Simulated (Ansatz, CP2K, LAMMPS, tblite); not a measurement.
**Codes compared on amorphous polyfuran (as short chains C26O6H18) at 500 K (150 atoms)**

Aim: run amorphous polyfuran (as short chains C26O6H18) at 500 K (150 atoms) in several programs and set results and cost side by side. A plane-wave run serves as the reference.

Method: Kohn-Sham DFT, PBE, PAW, plane waves, in Ansatz 0.2.0.

## Step 1: Starting point

The cell holds 150 atoms: 78 C, 18 O and 54 H. Its edges and angles: a = 12.200 Å, b = 12.200 Å, c = 12.200 Å, α = 90.0°, β = 90.0°, γ = 90.0°. 3 polyfuran chains of 6 units with methyl end groups placed at random, at 1.17 g/cm³; overlaps pushed apart, then 20 ps at 800 K with MMFF94 bonds, angles, torsions, charges and radii (Halgren, J. Comput. Chem. 17, 490 (1996)) in harmonic and 12-6 forms. Snapshot after 30 ps at 500 K and fixed volume.

## Step 2: Plane-wave reference

The PAW files are the set soft_2.

The input, input.yaml:

```yaml
crystal:
  lattice:
    - [12.1995, 0.0, 0.0]
    - [0.0, 12.1995, 0.0]
    - [0.0, 0.0, 12.1995]
  atoms:
    - { symbol: C, position: [0.6246, 0.97628, 0.69014] }
    - { symbol: C, position: [0.6386, 0.85863, 0.66345] }
    - { symbol: C, position: [0.5764, 0.76192, 0.66144] }
    - { symbol: C, position: [0.64886, 0.68385, 0.62126] }
    [... 140 atom lines left out ...]
    - { symbol: H, position: [0.58129, 0.54941, 0.08789] }
    - { symbol: H, position: [0.37008, 0.31772, 0.89982] }
    - { symbol: H, position: [0.15025, 0.3533, 0.95763] }
    - { symbol: H, position: [0.08283, 0.54609, 0.13017] }
    - { symbol: H, position: [0.18294, 0.54712, 0.23526] }
    - { symbol: H, position: [0.0969, 0.42222, 0.20234] }
kpoints:
  mp_grid: { grid: [1, 1, 1] }
hamiltonian:
  xc: pbe
scf:
  occupations: { method: fermi_dirac, width: 0.05 }
output:
  forces: true
  eigenvalues: true
  populations: true
  stress: true
```

Run with:

```console
$ ansatz run input.yaml --threads 4 --pin off --max-ram 8192MiB --backend cpu --events-out ev --progress --plain --runs-dir out
```

What it wrote:

```text
[...]
Pseudopotentials: kind: paw
Pseudopotential: C, paw, valence charge 4, recommended cutoff 420 eV (normal), C.paw.azcp
Pseudopotential: O, paw, valence charge 6, recommended cutoff 420 eV (normal), O.paw.azcp
Pseudopotential: H, paw, valence charge 1, recommended cutoff 420 eV (normal), H.paw.azcp
[...]
Crystal: 150 atoms, lattice volume = 1815.625 Å³
Basis set: ecut = 420 eV, 35513 PW (Γ), exchange–correlation on 180×180×180 points (8 copies of the dense FFT grid, shifted against one another)
Bands: 387, of which v1, the nominal top of the filled ones, is band 237 counted from 1 (236 counted from 0)
Symmetry: 1 space group operations
Space group: P1 (ITA 1), of the structure as read, at distance tolerance 1.2e-4 Å
k-points: 1
[...]
Initial density: superposition of atomic densities (neutral atoms: chi_scale 0, normalization atom), corrected by the library's trained network
Initial wavefunctions: pseudopotential atomic-orbital guess
[...]
SCF iter   1: F=—  HF=-30609.465647 eV  |F-HF|=—  |Δ(HF+E_count)|=         —  Δρ=1.09e-2  dr2=2.26e0  ethr=1.77e-3  ⟨swp⟩=6.0  Hψ=1767  notcnv=0  defer=60
preconditioner: auto → Resta (q_TF=auto, 2.181 Å⁻¹)  ε∞=2.6  [insulator: Δε(μ)=1.610 eV  Ē_g=14.521 eV  σ=0.050 eV  W_gap=1.00  n_scr=304 (ndim 8)  ℏωp=18.2 eV  f_vac=0.274  D(μ)=0.00/eV (n_scr^D=0)  ε∞_Penn≈2.6]
[...]
SCF iter  10: F=—  HF=-30608.957329 eV  |F-HF|=—  |Δ(HF+E_count)|=   5.10e-7  Δρ=3.16e-6  dr2=2.41e-7  ethr=2.91e-10  ⟨swp⟩=2.0  Hψ=483  notcnv=0  defer=141
SCF iter  11: F=-30608.957329 eV  HF=-30608.957329 eV  |F-HF|=1.61e-8  |Δ(HF+E_count)|=   7.15e-8  Δρ=1.14e-6  dr2=3.35e-8  ethr=2.11e-11  ⟨swp⟩=15.0  Hψ=2339  notcnv=0
SCF 1 converged in 11 iterations: F = -30608.957329 eV  dr2 = 3.35e-8
[...]
SCF converged after 11 iterations
Free energy (F): -30608.957329 eV
Harris-Foulkes:  -30608.957329 eV  (|F-HF|=1.61e-8)
Internal energy: -30608.957328 eV  (E = F + TS)
E sigma→0 (E₀):  -30608.957328 eV
Entropy (-TS):   -0.000002 eV (-0.000 meV/atom)
Fermi energy:    2.251910 eV
--- Per-component energies (eV) ---
[...]
Σ components = -30608.957329   (vs F -30608.957329, Δ=0.00e0)
--- Forces (eV/Å), atoms counted from 1 ---
  atom   1  C     -1.95858565    -1.95334104     3.06812613
  atom   2  C      1.08932733    -0.10858512     1.00473831
  atom   3  C     -0.58518470     2.61214108    -0.24770049
  atom   4  C      0.76413433    -1.13012845    -0.35040888
[...]
atom 150  H      0.95164453     1.29043868    -0.39570675
  max |Σ_I F_I| component: 1.11e-4 eV/Å
--- Stress (GPa, compression-positive) ---
        1.946213       0.634122       0.291239
        0.634122       6.141462       0.354615
        0.291239       0.354615       3.063949
  P = ⅓ Tr σ = 3.7172 GPa (37.172 kbar)
--- Band table (eV) ---
  k-point 0: bands = ["-23.3201", "-23.2077", "-23.0960", "-23.0905", [... 371 levels ...], "10.5987", "10.6137", "10.6943", "10.7043", "10.7995", "10.8050", "10.8371", "10.8978", "10.9391", "10.9523", "11.0043", "11.0318"]
--- Löwdin populations: 150 sites ---
  site symbol       q [e]
     0      C      4.4769
     1      C      3.7540
     2      C      4.1958
[...]
149      H      0.8035
  spilling = 0.012658 (of n_electrons = 474.000000)
```

It took 25 s on 4 threads of Arm Neoverse V2, shared host; peak memory 2.3 GiB; 95 s of CPU time.

The column dr2 measures how far the density is from self-consistency, as an energy; F and HF (Harris–Foulkes) agree once it is small.

The run gave:

| Item | Value |
| --- | --- |
| free energy | -30608.9573 eV |
| free energy per atom | -204.0597 eV/atom |
| SCF cycles | 11 |
| pressure | 3.717 GPa |
| r.m.s. force component | 1.382 eV/Å |
| longest force | 6.531 eV/Å |
| Fermi energy | 2.252 eV |
| gap (highest filled to lowest empty level) | 1.472 eV |
| spilling of the projection | 0.01266 |

Neighbours are counted within 1.85 Å (C-C), 1.34 Å (C-H), 1.73 Å (C-O).

Length of the force by element and coordination:

```
element  coordination  atoms  mean length of the force (eV/Å)  spread  least  most
      C           all     78                             2.51    1.27  0.381  6.53
      C             3     72                             2.45    1.26  0.381  6.53
      C             4      6                             3.22    1.12   1.29  4.29
      H           all     54                             1.39   0.989  0.176  4.91
      O           all     18                             1.90    1.07  0.692  4.14
```

Löwdin charges by element and coordination (they lack the spilled electrons, 0.040 e an atom on average):

```
element  coordination  atoms  mean charge (e)  spread   least    most
      C           all     78          -0.0278   0.228  -0.483   0.253
      C             3     72           0.0085   0.198  -0.237   0.253
      C             4      6           -0.464  0.0178  -0.483  -0.439
      H           all     54            0.212  0.0134   0.173   0.237
      O           all     18           -0.183  0.0172  -0.220  -0.146
```

The levels nearest the highest filled one (over half full), pooled over k-points and spins:

```csv
level less the highest filled one (eV),occupation
-0.950,2
-0.734,2
-0.590,2
-0.262,2
-0.173,2
0,2
1.47,0
1.52,0
1.67,0
2.03,0
2.18,0
2.29,0
```

## Step 3: What was run beside it

The programs:
- CP2K 2026.2: Gaussian basis with GTH pseudopotentials and a plane-wave density; labels give functional, basis (MOLOPT sets; SR short-range, UZH the newer set with its own potentials), grid cutoff/relative cutoff and solver (OT: orbital transformation; TRS4, TC2, SIGN: linear-scaling purification with its sparsity filter), or its built-in tight binding.
- tblite 0.8.0: extended tight binding, driven from Python.

All use the same cell and atoms; the electronic-structure runs use the same k-mesh, and an electronic temperature of 580 K (0.05 eV) where levels are smeared.

Differences are against the plane-wave reference, forces as r.m.s. over components; share is that over the reference's r.m.s. force, slope the least-squares factor from reference forces to these. Total energies of different programs have different zeros and aren't compared.

```csv
run,"Δ force, r.m.s. (meV/Å)",share (%),slope,Δ pressure (GPa),Δ gap (eV),cores,CPU time,memory (GiB)
reference,-,-,-,-,-,4,95 s,2.3
"CP2K GFN1-xTB, diagonalisation",328,23.7,0.954,-2.39,-,2,26 s,0.25
"CP2K PBE, DZVP-MOLOPT-SR, 210/50 Ry, diagonalisation (coarse)",134,9.72,1.027,0.611,0.0339,2,4.9 min,1.2
"CP2K PBE, DZVP-MOLOPT-SR, 600/50 Ry, diagonalisation",121,8.76,1.027,0.553,0.0345,2,6.6 min,4.1
"CP2K PBE, SZV-MOLOPT-SR, 600/50 Ry, TRS4 filter 1e-03, SCF 1e-04 (coarse)",1663,120,1.371,8.71,-,2,46 s,2.2
"CP2K PBE, SZV-MOLOPT-SR, 600/50 Ry, TRS4 filter 1e-04, SCF 1e-05 (coarse)",1548,112,1.381,8.94,-,2,71 s,2.2
"CP2K PBE, SZV-MOLOPT-SR, 600/50 Ry, TRS4 filter 1e-05, SCF 1e-06 (coarse)",1512,109,1.383,9.11,-,2,1.9 min,2.2
"CP2K PBE, SZV-MOLOPT-SR, 600/50 Ry, diagonalisation (coarse)",1520,110,1.383,9.06,0.354,2,4.2 min,4.0
"CP2K RPBE, PBE potentials, DZVP-MOLOPT-SR, 600/50 Ry, diagonalisation",151,10.9,1.026,1.20,0.0462,2,6.6 min,4.1
tblite GFN2-xTB,391,28.3,0.926,-3.31,-,1,11 s,0.2
```

Rows marked coarse were listed beforehand as settings not expected to be converged; some can still land near the reference.

CPU time is summed over cores on a shared host, where runs went side by side, so it is rough. Symmetry, cutoffs, thresholds, outputs and thread counts weren't matched or tuned between programs; memory under MPI is the largest rank's times the ranks.

Mean charges by element (e), by run and scheme:

```
                                                                  run     scheme      C      O      H
                                                            reference     Löwdin  -0.03  -0.18  +0.21
                                       CP2K GFN1-xTB, diagonalisation   Mulliken  +0.05  -0.35  +0.04
                 CP2K PBE, DZVP-MOLOPT-SR, 600/50 Ry, diagonalisation   Mulliken  -0.02  -0.09  +0.06
                 CP2K PBE, DZVP-MOLOPT-SR, 600/50 Ry, diagonalisation  Hirshfeld  -0.03  -0.04  +0.05
CP2K RPBE, PBE potentials, DZVP-MOLOPT-SR, 600/50 Ry, diagonalisation   Mulliken  -0.02  -0.08  +0.05
CP2K RPBE, PBE potentials, DZVP-MOLOPT-SR, 600/50 Ry, diagonalisation  Hirshfeld  -0.02  -0.04  +0.05
                                                      tblite GFN2-xTB   Mulliken  +0.01  -0.20  +0.05
```

The reference's Löwdin charges lack the electrons that the projection spills, 0.040 e an atom on average.

Within one program, basis, potentials and functional, energies share a zero. Each run against its twin at the usual cutoff or grid and solver:

```csv
run,twin,Δ energy (meV/atom),"Δ force, r.m.s. (meV/Å)",CPU time over the twin's
"CP2K PBE, DZVP-MOLOPT-SR, 210/50 Ry, diagonalisation","DZVP-MOLOPT-SR, 600/50 Ry, diagonalisation",-2.59,58.9,0.75
"CP2K PBE, SZV-MOLOPT-SR, 600/50 Ry, TRS4 filter 1e-03, SCF 1e-04","SZV-MOLOPT-SR, 600/50 Ry, diagonalisation",10.2,312,0.18
"CP2K PBE, SZV-MOLOPT-SR, 600/50 Ry, TRS4 filter 1e-04, SCF 1e-05","SZV-MOLOPT-SR, 600/50 Ry, diagonalisation",0.738,119,0.28
"CP2K PBE, SZV-MOLOPT-SR, 600/50 Ry, TRS4 filter 1e-05, SCF 1e-06","SZV-MOLOPT-SR, 600/50 Ry, diagonalisation",0.174,67.8,0.45
```

## Step 4: What came out

* reference r.m.s. force component: 1.38 eV/Å
* nearest in forces: CP2K PBE, DZVP-MOLOPT-SR, 600/50 Ry, diagonalisation, 8.8 %
* farthest in forces: CP2K PBE, SZV-MOLOPT-SR, 600/50 Ry, TRS4 filter 1e-03, SCF 1e-04 (coarse), 120 %
* cheapest electronic-structure run beside the reference: tblite GFN2-xTB, 11 s of CPU time

**Reading.** The PBE run in local orbitals, coarse settings apart, differs by 8.8 % (CP2K PBE, DZVP-MOLOPT-SR, 600/50 Ry, diagonalisation); basis, grid and potentials can all enter. Tight binding differs by 24 % (CP2K GFN1-xTB, diagonalisation) to 28 % (tblite GFN2-xTB); it is another model, with fitted parameters of its own, and the xTB methods hold dispersion. Rows with another functional or a dispersion term differ by 11 % (CP2K RPBE, PBE potentials, DZVP-MOLOPT-SR, 600/50 Ry, diagonalisation), which mixes the change of model with differences of basis and potentials, some of them made for another functional. CP2K GFN1-xTB, diagonalisation needed 161 SCF steps, so its time overstates the method's usual cost. Runs with settings chosen to be coarse differ by 9.7 % (CP2K PBE, DZVP-MOLOPT-SR, 210/50 Ry, diagonalisation) to 120 % (CP2K PBE, SZV-MOLOPT-SR, 600/50 Ry, TRS4 filter 1e-03, SCF 1e-04), their programs' other errors included. Of the electronic-structure runs that take under half the reference's CPU time, CP2K GFN1-xTB, diagonalisation comes nearest, at 24 % in 26 s against 95 s; its pressure misses by -2.4 GPa. At the same functional, gaps differ from the reference's 1.47 eV by between +0.03 and +0.35 eV. In pressure, CP2K PBE, SZV-MOLOPT-SR, 600/50 Ry, TRS4 filter 1e-05, SCF 1e-06 misses by +9.1 GPa, at the same functional. Charges hang on model, scheme and program or settings: among these rows the mean for O runs from -0.35 to -0.04 e. With TRS4, tightening the sparsity filter from 1e-03 to 1e-05, and the SCF threshold with it, takes the force difference from the cubic solver from 312 to 68 meV/Å, and the CPU time from 0.18 to 0.45 times the cubic solver's. In the reference: filled and empty levels are parted by 1.47 eV (at Γ alone); a semilocal functional tends to put such gaps too low. It is the spacing of short capped chains, not of the long polymer. In a disordered cell it changes from sample to sample, and tail or defect levels can set it. In the reference: mean Löwdin charges: C -0.03, H +0.21, O -0.18 e (they miss 1.3 % of the electrons, so they add up to more than the cell's charge). Periodic xTB results under one method name differ between programs and library versions. The network of contacts between molecules at the start is that of the classical potential that made the cell, and needn't be the one that DFT or experiment would give. The reference's stress is far from hydrostatic: its diagonal is 1.9, 6.1, 3.1 GPa, compression counted positive. The reference's PBE has no dispersion term, which matters for the binding between molecules or layers. The density was typed from a rule of thumb and may lie off the real one at this temperature. The electronic-structure runs sample only Γ, in a cell whose shortest periodic width is 12 Å.

[Also dropped from logs without a mark: logging warnings of Python, and SIESTA's first energy breakdown and zero terms.]

[Logs are printed without paths, hosts, clocks, repeated set-up lines and the standing remarks that a program may print on its own settings, such as how far it seeks lower states.]

[Hosts, paths, dates, database ids (printed as entryN), source tags and the programs' standing remarks are cut or masked in the printed files.]

[The MMFF94 radii named for the starting cell were scaled by 0.96; in molecules described by MMFF94, hydrogen bound to N, O or S took a small fixed 12-6 site in their place.]
